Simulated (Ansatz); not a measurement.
# KSrCl3 (model cell, started as cubic perovskite with Sr in the octahedra): a soft mode frozen in, part 2 of 3

Which phase does KSrCl3 (model cell, started as cubic perovskite with Sr in the octahedra) fall into along its unstable mode, and how much energy does it gain?

Ansatz 0.2.0; DFT PBEsol, scalar-relativistic, plane waves, PAW; PAW set soft_1.

So far, highest frequency on the path or at a solved wavevector (cm⁻¹): step 2 (response at finite wavevector) 288. Also lowest frequency on the path (cm⁻¹): step 2 -67.2.

The structure was built from a prototype and need not be the compound's stable phase.

## Step 6: Relaxing from the distorted cell

Starting from the lowest point found, all atoms and the cell are let go, so that strain and other modes of the same symmetry can join in.

Input file input.yaml:

```yaml
crystal:
  lattice:
    - [5.5845481721, 5.5845481721, 0.0]
    - [5.5845481721, 0.0, 5.5845481721]
    - [5.5845481721, 0.0, -5.5845481721]
  atoms:
    - { symbol: K, position: [0.0, 0.0, 0.0] }
    - { symbol: K, position: [0.0, 0.5, 0.5] }
    - { symbol: Sr, position: [0.5, 0.25, 0.75] }
    - { symbol: Sr, position: [0.5, 0.75, 0.25] }
    - { symbol: Cl, position: [0.4240289356, 0.0759710644, 0.0759710644] }
    - { symbol: Cl, position: [0.5759710644, 0.4240289356, 0.4240289356] }
    - { symbol: Cl, position: [0.0, 0.5379855322, -0.0379855322] }
    - { symbol: Cl, position: [0.0, -0.0379855322, 0.5379855322] }
    - { symbol: Cl, position: [0.5, -0.0379855322, 0.5379855322] }
    - { symbol: Cl, position: [0.5, 0.5379855322, -0.0379855322] }
kpoints:
  mp_grid: { grid: [4, 4, 4] }
hamiltonian:
  xc: pbesol
  pseudopotentials: { kind: paw, azcp: { folder: soft_1 }, xc_functional: pbe }
scf:
  occupations: { method: fixed }
output:
  forces: true
  stress: true
  eigenvalues: true
relax:
  adjacent_minimum: "off"
  f_tol: 0.002
  max_steps: 120
  cell: { stress_tol: 0.03 }
```

Launch:

```console
$ ansatz run input.yaml --threads 4 --pin off --max-ram 16384MiB --backend cpu --events-out ev --progress --plain --runs-dir out
```

Numbers of over 12 decimals in the logs are rounded to 6 here.

The program printed:

```text
[...]
Crystal: 10 atoms, lattice volume = 348.333 Å³
Basis set: ecut = 420 eV, 6855 PW (Γ), exchange–correlation on 108×108×108 points (8 copies of the dense FFT grid, shifted against one another)
Bands: 50, of which v1, the nominal top of the filled ones, is band 40 counted from 1 (39 counted from 0)
Symmetry: 8 space group operations
[...]
k-points: 18 of 64
[...]
SCF iter   1: F=—  HF=-16407.824043 eV  |F-HF|=—  |Δ(HF+E_count)|=         —  Δρ=4.10e-2  dr2=1.06e1  ethr=3.10e-3  ⟨swp⟩=10.3  Hψ=5349  notcnv=0  defer=138
[...]
SCF iter   9: F=-16403.493662 eV  HF=-16403.493662 eV  |F-HF|=8.41e-9  |Δ(HF+E_count)|=   6.83e-8  Δρ=1.88e-6  dr2=1.42e-8  ethr=1.25e-10  ⟨swp⟩=22.8  Hψ=7215  notcnv=0
SCF 1 converged in 9 iterations: F = -16403.493662 eV  dr2 = 1.42e-8
[...]
relax step   1: F+E_penalty+E_count = -16403.49366243 eV  Δ(F+E_penalty+E_count) = +0.000e0 eV  max|allowed force component| = 1.598e-1 eV/Å  Δτ_max = 0.0000 Å  P = -0.749 GPa  Ω = 348.333 Å³  (9 SCF iters, dr2 threshold 1.00e-7 eV, accepted)
Crystal: 10 atoms, lattice volume = 341.318 Å³
Basis set: ecut = 420 eV, 6671 PW (Γ), exchange–correlation on 108×108×108 points (8 copies of the dense FFT grid, shifted against one another)
[...]
iter 1 solved again at ethr=1.49e-5 eV; its pass at ethr=3.10e-3 eV (dr2=1.19e-2 eV) is discarded
[...]
SCF iter   5: F=-16403.594276 eV  HF=-16403.594275 eV  |F-HF|=7.96e-7  |Δ(HF+E_count)|=   4.98e-6  Δρ=1.31e-5  dr2=5.22e-7  ethr=1.25e-9  ⟨swp⟩=19.2  Hψ=6779  notcnv=0
SCF 2 converged in 5 iterations: F = -16403.594276 eV  dr2 = 5.22e-7
relax step   2: F+E_penalty+E_count = -16403.59427597 eV  Δ(F+E_penalty+E_count) = -1.006e-1 eV  max|allowed force component| = 1.675e-1 eV/Å  Δτ_max = 0.0781 Å  P = -0.534 GPa  Ω = 341.318 Å³  energy of the carried Pulay correction = +1.343e-4 eV  (5 SCF iters, dr2 threshold 1.00e-6 eV, accepted)
Crystal: 10 atoms, lattice volume = 327.207 Å³
Basis set: ecut = 420 eV, 6343 PW (Γ), exchange–correlation on 108×108×108 points (8 copies of the dense FFT grid, shifted against one another)
[...]
SCF iter   6: F=-16403.829646 eV  HF=-16403.829646 eV  |F-HF|=3.53e-7  |Δ(HF+E_count)|=   9.13e-6  Δρ=6.52e-6  dr2=2.10e-7  ethr=1.25e-9  ⟨swp⟩=19.9  Hψ=6587  notcnv=0
SCF 3 converged in 6 iterations: F = -16403.829646 eV  dr2 = 2.10e-7
relax step   3: F+E_penalty+E_count = -16403.82964613 eV  Δ(F+E_penalty+E_count) = -2.354e-1 eV  max|allowed force component| = 1.330e-1 eV/Å  Δτ_max = 0.1951 Å  P = -0.197 GPa  Ω = 327.207 Å³  energy of the carried Pulay correction = +4.129e-4 eV  (6 SCF iters, dr2 threshold 1.00e-6 eV, accepted)
[...]
relax step   4: F+E_penalty+E_count = -16403.90822931 eV  Δ(F+E_penalty+E_count) = -7.858e-2 eV  max|allowed force component| = 1.004e-1 eV/Å  Δτ_max = 0.1964 Å  P = +0.222 GPa  Ω = 316.168 Å³  energy of the carried Pulay correction = +6.391e-4 eV  (6 SCF iters, dr2 threshold 1.00e-6 eV, accepted)
[...]
relax step   5: F+E_penalty+E_count = -16403.92345476 eV  Δ(F+E_penalty+E_count) = -1.523e-2 eV  max|allowed force component| = 2.754e-2 eV/Å  Δτ_max = 0.0707 Å  P = +0.016 GPa  Ω = 320.349 Å³  energy of the carried Pulay correction = +5.525e-4 eV  (6 SCF iters, dr2 threshold 6.30e-7 eV, accepted)
[...]
relax step   6: F+E_penalty+E_count = -16403.92504215 eV  Δ(F+E_penalty+E_count) = -1.587e-3 eV  max|allowed force component| = 1.573e-2 eV/Å  Δτ_max = 0.0443 Å  P = -0.030 GPa  Ω = 320.168 Å³  energy of the carried Pulay correction = +5.562e-4 eV  (6 SCF iters, dr2 threshold 4.74e-8 eV, accepted)
[...]
relax step   7: F+E_penalty+E_count = -16403.92558576 eV  Δ(F+E_penalty+E_count) = -5.436e-4 eV  max|allowed force component| = 1.460e-3 eV/Å  Δτ_max = 0.0157 Å  P = -0.004 GPa  Ω = 319.979 Å³  energy of the carried Pulay correction = +5.601e-4 eV  (6 SCF iters, dr2 threshold 1.55e-8 eV, accepted)
[...]
SCF iter   5: F=-16403.925125 eV  HF=-16403.925125 eV  |F-HF|=3.64e-12  |Δ(HF+E_count)|=  5.46e-11  Δρ=3.76e-8  dr2=3.69e-12  ethr=1.00e-12  ⟨swp⟩=22.0  Hψ=7535  notcnv=0
SCF 8 converged in 5 iterations: F = -16403.925125 eV  dr2 = 3.69e-12
relax step   8: F+E_penalty+E_count = -16403.92512475 eV  Δ(F+E_penalty+E_count) = +4.610e-4 eV  max|allowed force component| = 1.433e-3 eV/Å  Δτ_max = 0.0000 Å  P = -0.005 GPa  Ω = 319.979 Å³  stress off target by 5.16e-3 GPa  SCF on the basis re-selected at this cell (its energy is not comparable with the rows above)  (5 SCF iters)
basis re-selected at this cell: Δ(F+E_penalty+E_count) = +4.610e-4 eV, ΔP = -0.001 GPa vs the last step (what re-selecting the basis moved, of the pressure what is left beyond the Pulay correction that the steps carried, after the strain that the cell walked since its last selection, with what the two solves' SCF thresholds leave and, on support functions, any second-order correction that the steps lacked; it is no m [...]
SCF converged after 5 iterations
Free energy (F): -16403.925125 eV
[...]
Internal energy: -16403.925125 eV  (E = F + TS)
E sigma→0 (E₀):  -16403.925125 eV
Fermi energy:    1.192999 eV
[...]
--- Forces (eV/Å), atoms counted from 1 ---
  atom   1  K     -0.00143279     0.00143279    -0.00000000
  atom   2  K      0.00143279    -0.00143279     0.00000000
  atom   3  Sr     0.00000000    -0.00000000    -0.00000000
  atom   4  Sr     0.00000000     0.00000000     0.00000000
  atom   5  Cl     0.00111700    -0.00111700    -0.00000000
  atom   6  Cl    -0.00111700     0.00111700     0.00000000
  atom   7  Cl     0.00000000    -0.00000000    -0.00070188
  atom   8  Cl     0.00000000     0.00000000     0.00070188
  atom   9  Cl     0.00000000    -0.00000000     0.00070188
  atom  10  Cl     0.00000000     0.00000000    -0.00070188
  max |Σ_I F_I| component: 6.51e-19 eV/Å
--- Stress (GPa, compression-positive) ---
       -0.004863       0.000073      -0.000000
        0.000073      -0.004863       0.000000
       -0.000000       0.000000      -0.005156
  P = ⅓ Tr σ = -0.0050 GPa (-0.050 kbar)
--- Band table (eV; the first three rows and the last of 18) ---
  k-point 0: bands = [... 36 lower, 0.9417, 0.9492, 1.0980, 1.1930, 6.2362, 7.2398, 7.6237, 7.9295, ... 6 higher]
  k-point 1: bands = [... 36 lower, 0.9212, 1.0043, 1.0448, 1.1365, 6.7308, 7.4427, 7.7723, 7.9853, ... 6 higher]
  k-point 2: bands = [... 36 lower, 0.9390, 0.9785, 1.0810, 1.0936, 7.6109, 7.7354, 7.9263, 7.9289, ... 6 higher]
  k-point 17: bands = [... 36 lower, 0.9250, 0.9250, 1.0150, 1.0150, 7.7317, 7.7317, 8.0432, 8.0432, ... 6 higher]
--- Relaxed structure (7 steps of the walk, 7 accepted, 1 SCFs on fresh bases) ---
  F+E_penalty+E_count = -16403.92512475 eV   max|allowed force component| = 1.433e-3 eV/Å   (the final SCF, on the basis selected at the relaxed cell)
  cell:  # Å, volume = 319.9794 Å³
    - [5.507878, 5.507878, 0.0]
    - [5.453984, 0.053894, 5.379064]
    - [5.453984, 0.053894, -5.379064]
  atoms:
    - { symbol: K, position: [0.034382, -0.034382, -0.034382] }
    - { symbol: K, position: [-0.034382, 0.534382, 0.534382] }
    - { symbol: Sr, position: [0.500000, 0.250000, 0.75] }
    - { symbol: Sr, position: [0.500000, 0.75, 0.250000] }
    - { symbol: Cl, position: [0.369721, 0.130279, 0.130279] }
    - { symbol: Cl, position: [0.630279, 0.369721, 0.369721] }
    - { symbol: Cl, position: [0.0, 0.573767, -0.073767] }
    - { symbol: Cl, position: [0.0, -0.073767, 0.573767] }
    - { symbol: Cl, position: [0.5, -0.073767, 0.573767] }
    - { symbol: Cl, position: [0.5, 0.573767, -0.073767] }
```

It took 49 s on 4 threads of Arm Neoverse V1, shared host; peak memory 0.85 GiB; 3.2 min of CPU time.

Step by step:

| step | energy less that of the first step (eV) | largest force component (eV/Å) | pressure (GPa) | volume (Å³) |
| --- | --- | --- | --- | --- |
| 1 | 0.0000 | 0.1598 | -0.75 | 348.33 |
| 2 | -0.1006 | 0.1675 | -0.53 | 341.32 |
| 3 | -0.3360 | 0.1330 | -0.20 | 327.21 |
| 4 | -0.4146 | 0.1004 | 0.22 | 316.17 |
| 5 | -0.4298 | 0.0275 | 0.02 | 320.35 |
| 6 | -0.4314 | 0.0157 | -0.03 | 320.17 |
| 7 | -0.4319 | 0.0015 | 0.00 | 319.98 |
| 8* | -0.4315 | 0.0014 | 0.00 | 319.98 |

Relaxation steps marked * repeat the geometry before them on a plane-wave basis chosen anew for their cell, so energy and pressure can jump there.

Forces are held to the 8 operations that the run works with; a distortion that breaks them can't arise in this run.

| conventional cell, symmetrised | before | after | change |
| --- | --- | --- | --- |
| a (Å) | 7.898 | 7.789 | -1.4 % |
| b (Å) | 11.169 | 10.758 | -3.7 % |
| c (Å) | 7.898 | 7.637 | -3.3 % |
| volume (Å³/atom) | 34.83 | 32.00 | -8.1 % |

The atoms that moved most (Å, as changes of fractional coordinates times the final cell):

| atom | dx | dy | dz | length |
| --- | --- | --- | --- | --- |
| Cl6 | -0.293 | 0.293 | 0.000 | 0.415 |
| Cl5 | 0.293 | -0.293 | 0.000 | 0.415 |
| Cl8 | 0.000 | 0.000 | -0.385 | 0.385 |
| Cl9 | 0.000 | 0.000 | -0.385 | 0.385 |
| Cl10 | 0.000 | 0.000 | 0.385 | 0.385 |
| Cl7 | 0.000 | 0.000 | 0.385 | 0.385 |
| K2 | 0.186 | -0.186 | 0.000 | 0.263 |
| K1 | -0.186 | 0.186 | 0.000 | 0.263 |

The relaxed structure:

```cif
data_structure
_symmetry_space_group_name_H-M 'P 1'
_symmetry_Int_Tables_number 1
_cell_length_a 7.7893
_cell_length_b 7.6605
_cell_length_c 7.6605
_cell_angle_alpha 89.205
_cell_angle_beta 59.442
_cell_angle_gamma 59.442
_cell_volume 319.98
loop_
_atom_site_label
_atom_site_type_symbol
_atom_site_fract_x
_atom_site_fract_y
_atom_site_fract_z
_atom_site_occupancy
K1 K 0.03438 0.96562 0.96562 1
K2 K 0.96562 0.53438 0.53438 1
Sr3 Sr 0.50000 0.25000 0.75000 1
Sr4 Sr 0.50000 0.75000 0.25000 1
Cl5 Cl 0.36972 0.13028 0.13028 1
Cl6 Cl 0.63028 0.36972 0.36972 1
Cl7 Cl 0.00000 0.57377 0.92623 1
Cl8 Cl 0.00000 0.92623 0.57377 1
Cl9 Cl 0.50000 0.92623 0.57377 1
Cl10 Cl 0.50000 0.57377 0.92623 1
```

Numbers from this step:

```yaml
pressure: -0.004961 GPa
gap_on_the_k_mesh: 5.043 eV
volume_per_atom: 32.00 Å³
```

The distorted start has space group Imma; the relaxation ends in Imma.

## Step 7: The new phase in its own primitive cell

The relaxed structure is symmetrised, reduced to its primitive cell and relaxed tightly, as its phonons need.

input.yaml, the sections that differ from step 6:

```yaml
crystal:
  lattice:
    - [-3.894657674, 5.379063748, 3.8184403291]
    - [3.894657674, -5.379063748, 3.8184403291]
    - [3.894657674, 5.379063748, -3.8184403291]
  atoms:
    - { symbol: K, position: [0.7156177185, 0.9656177185, 0.75] }
    - { symbol: K, position: [0.2843822815, 0.0343822815, 0.25] }
    - { symbol: Sr, position: [0.5, 0.5, 0.0] }
    - { symbol: Sr, position: [0.0, 0.5, 0.5] }
    - { symbol: Cl, position: [0.8802790825, 0.6302790825, 0.25] }
    - { symbol: Cl, position: [0.1197209175, 0.3697209175, 0.75] }
    - { symbol: Cl, position: [0.6762328212, 0.0, 0.1762328212] }
    - { symbol: Cl, position: [0.3237671788, 0.0, 0.8237671788] }
    - { symbol: Cl, position: [0.3237671788, 0.5, 0.3237671788] }
    - { symbol: Cl, position: [0.6762328212, 0.5, 0.6762328212] }
relax:
  adjacent_minimum: "off"
  f_tol: 0.001
  max_steps: 60
  cell: { stress_tol: 0.01 }
# kpoints, hamiltonian, scf, output: as in step 6
```

The program printed:

```text
[...]
Crystal: 10 atoms, lattice volume = 319.979 Å³
Basis set: ecut = 420 eV, 6261 PW (Γ), exchange–correlation on 108×108×108 points (8 copies of the dense FFT grid, shifted against one another)
Bands: 50, of which v1, the nominal top of the filled ones, is band 40 counted from 1 (39 counted from 0)
Symmetry: 8 space group operations
[...]
k-points: 18 of 64
[...]
- { symbol: Sr, position: [0.5, 0.5, 0] }
    - { symbol: Sr, position: [0, 0.5, 0.5] }
    - { symbol: Cl, position: [0.880471, 0.630471, 0.25] }
    - { symbol: Cl, position: [0.119529, 0.369529, 0.750000] }
    - { symbol: Cl, position: [0.676283, 0.0, 0.176283] }
    - { symbol: Cl, position: [0.323717, -5.551115123125783e-17, 0.823717] }
    - { symbol: Cl, position: [0.323717, 0.5, 0.323717] }
    - { symbol: Cl, position: [0.676283, 0.5, 0.676283] }
[key lines of the parts left out:]
SCF converged after 6 iterations
Free energy (F): -16403.925132 eV
Fermi energy:    1.195166 eV
P = ⅓ Tr σ = -0.0006 GPa (-0.006 kbar)
```

Run time: 23 s. Hardware: 4 threads; peak memory 0.81 GiB.

Little changed from the start: no atom moved by 0.005 Å and no cell edge by 0.1 %.

Numbers from this step:

```yaml
pressure: -5.77e-4 GPa
volume_per_atom: 31.99 Å³
direct_gap_on_mesh: 5.043 eV
```

The largest force component left is 0.29 meV/Å and the pressure is -0.001 GPa, within the tolerances set. The cell now holds 31.99 Å³/atom.

[end of part 2 of 3]

[Logs are printed without paths, hosts, clocks, repeated set-up lines and the standing remarks that a program may print on its own settings, such as how far it seeks lower states.]

[Hosts, paths, dates, database ids (printed as entryN), source tags and the programs' standing remarks are cut or masked in the printed files.]
